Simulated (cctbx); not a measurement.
# Finding the light atoms

Cell a = 11.9680 Å, b = 11.9680 Å, c = 11.9680 Å, α = 90.00°, β = 90.00°, γ = 90.00°; space group Fd-3m (no. 227, origin choice 1); content Ta16 Hf48 Co32 N16. The heavier atoms are placed; N is still missing.

Simulated single-crystal data (cctbx): synchrotron X-rays, λ = 0.7749 Å, to d = 0.65 Å, 50 % of the full sphere, strongest reflection 20000 counts, noise from counting, a 1.5 % proportional error and a noise floor of 2 counts (s.d.); no absorption.

Refinement without N (map in e/Å³):

```text
Rint 0.022, 191 unique reflections to 0.65 A
cycle     R1     wR2    GooF  max shift (A)
   1  0.1215  0.2684  25.457   0.00900
   2  0.0224  0.0537   5.094   0.00000
final R1 0.0224 wR2 0.0537 GooF 5.094  parameters 5  data/parameter 38.2
atom        x        y        z      Ueq    occ   su(xyz)  su(Uiso or U11)
Ta1    0.12500  0.62500  0.12500   0.0079  1.000  0.00000  0.0002
Hf1    0.06811  0.25000  0.25000   0.0097  1.000  0.00005  0.0002
Co1    0.32763  0.82763  0.32763   0.0132  1.000  0.00012  0.0004
difference map: max 18.49 min -1.02 rms 0.58
Q1    0.1250  0.1250  0.1250   16   18.49  2.22 A from Hf1
Q2    0.0665  0.1604  0.1604   96    0.95  1.52 A from Hf1
Q3    0.1250  0.1250  0.6250   16    0.82  0.00 A from Ta1
Q4    0.0543  0.0941  0.1342  192    0.79  1.42 A from Hf1
Q5    0.0475  0.0475  0.4525   32    0.69  0.62 A from Co1
Q6    0.0868  0.0868  0.9132   32    0.69  1.77 A from Co1
Q7    0.0000  0.0000  0.4097   48    0.65  1.32 A from Co1
Q8    0.0000  0.0000  0.0398   48    0.63  1.70 A from Hf1
```

Simulated single-crystal data (cctbx): neutrons of λ = 0.84 Å, to d = 0.8 Å, 50 % of the full sphere, strongest reflection 5000 counts, noise from counting, a 1.5 % proportional error and a noise floor of 2 counts (s.d.); no absorption.

Refinement without N (map in fm/Å³; only maxima are listed):

```text
Rint 0.031, 108 unique reflections to 0.81 A
cycle     R1     wR2    GooF  max shift (A)
   1  0.4660  0.7804  53.531   0.05056
   4  0.4104  0.6839  46.908   0.00014
final R1 0.4104 wR2 0.6839 GooF 46.908  parameters 5  data/parameter 21.6
atom        x        y        z      Ueq    occ   su(xyz)  su(Uiso or U11)
Ta1    0.12500  0.62500  0.12500   0.0834  1.000  0.00000  0.0295
Hf1    0.06836  0.25000  0.25000   0.0067  1.000  0.00117  0.0057
Co1    0.32696  0.82696  0.32696   0.0159  1.000  0.00336  0.0138
difference map: max 32.78 min -10.16 rms 2.43
Q1    0.1250  0.1250  0.1250   16   37.16  2.22 A from Hf1
Q2    0.1250  0.1250  0.6250   16   21.10  0.00 A from Ta1
Q3    0.0000  0.0000  0.1764   48    9.95  0.06 A from Hf1
Q4    0.0557  0.1250  0.6943   96    5.58  1.17 A from Ta1
Q5    0.0894  0.0894  0.4106   32    5.40  0.26 A from Co1
Q6    0.0546  0.0546  0.1250   96    5.13  1.15 A from Hf1
Q7    0.0193  0.0193  0.9177   96    4.50  1.23 A from Hf1
Q8    0.0175  0.0809  0.2688  192    4.34  1.44 A from Hf1
```

**Question.** Where is N, and which data fix it better?

N sits at (1/8, 1/8, 1/8). Adding it takes R1 from 0.022 to 0.005 with X-rays and from 0.410 to 0.006 with neutrons. Symmetry fixes its coordinates; the s.u. of its U is 0.0008 Å² with X-rays and 0.0001 Å² with neutrons. In the X-ray map Q1 marks it. In the neutron map Q1 marks it.

Final neutron refinement:

```text
Rint 0.031, 108 unique reflections to 0.81 A
cycle     R1     wR2    GooF  max shift (A)
   1  0.1009  0.2024  13.950   0.03591
   2  0.0060  0.0125   0.861   0.00000
final R1 0.0060 wR2 0.0125 GooF 0.861  parameters 6  data/parameter 18.0
atom        x        y        z      Ueq    occ   su(xyz)  su(Uiso or U11)
Ta1    0.12500  0.62500  0.12500   0.0082  1.000  0.00000  0.0001
Hf1    0.06812  0.25000  0.25000   0.0100  1.000  0.00002  0.0001
Co1    0.32767  0.82767  0.32767   0.0137  1.000  0.00005  0.0002
N1     0.12500  0.12500  0.12500   0.0209  1.000  0.00000  0.0001
difference map: max 0.10 min -0.08 rms 0.03
Q1    0.0882  0.0882  0.9118   32    0.11  1.74 A from Co1
Q2    0.0000  0.0000  0.4169   48    0.09  1.32 A from Co1
Q3    0.0534  0.0534  0.4466   32    0.09  0.50 A from Co1
Q4    0.0000  0.0000  0.2555   48    0.08  0.88 A from Hf1
Q5    0.0640  0.1392  0.1392   96    0.08  0.77 A from N1
Q6    0.0307  0.1035  0.8965   96    0.06  1.60 A from Hf1
```

The model is made up (kin elements in a known structure type, no relaxation), so it says nothing on whether the phase exists.

[Middle refinement cycles are left out of these outputs.]

[Logs are printed without paths, hosts, clocks, repeated set-up lines and the standing remarks that a program may print on its own settings, such as how far it seeks lower states.]
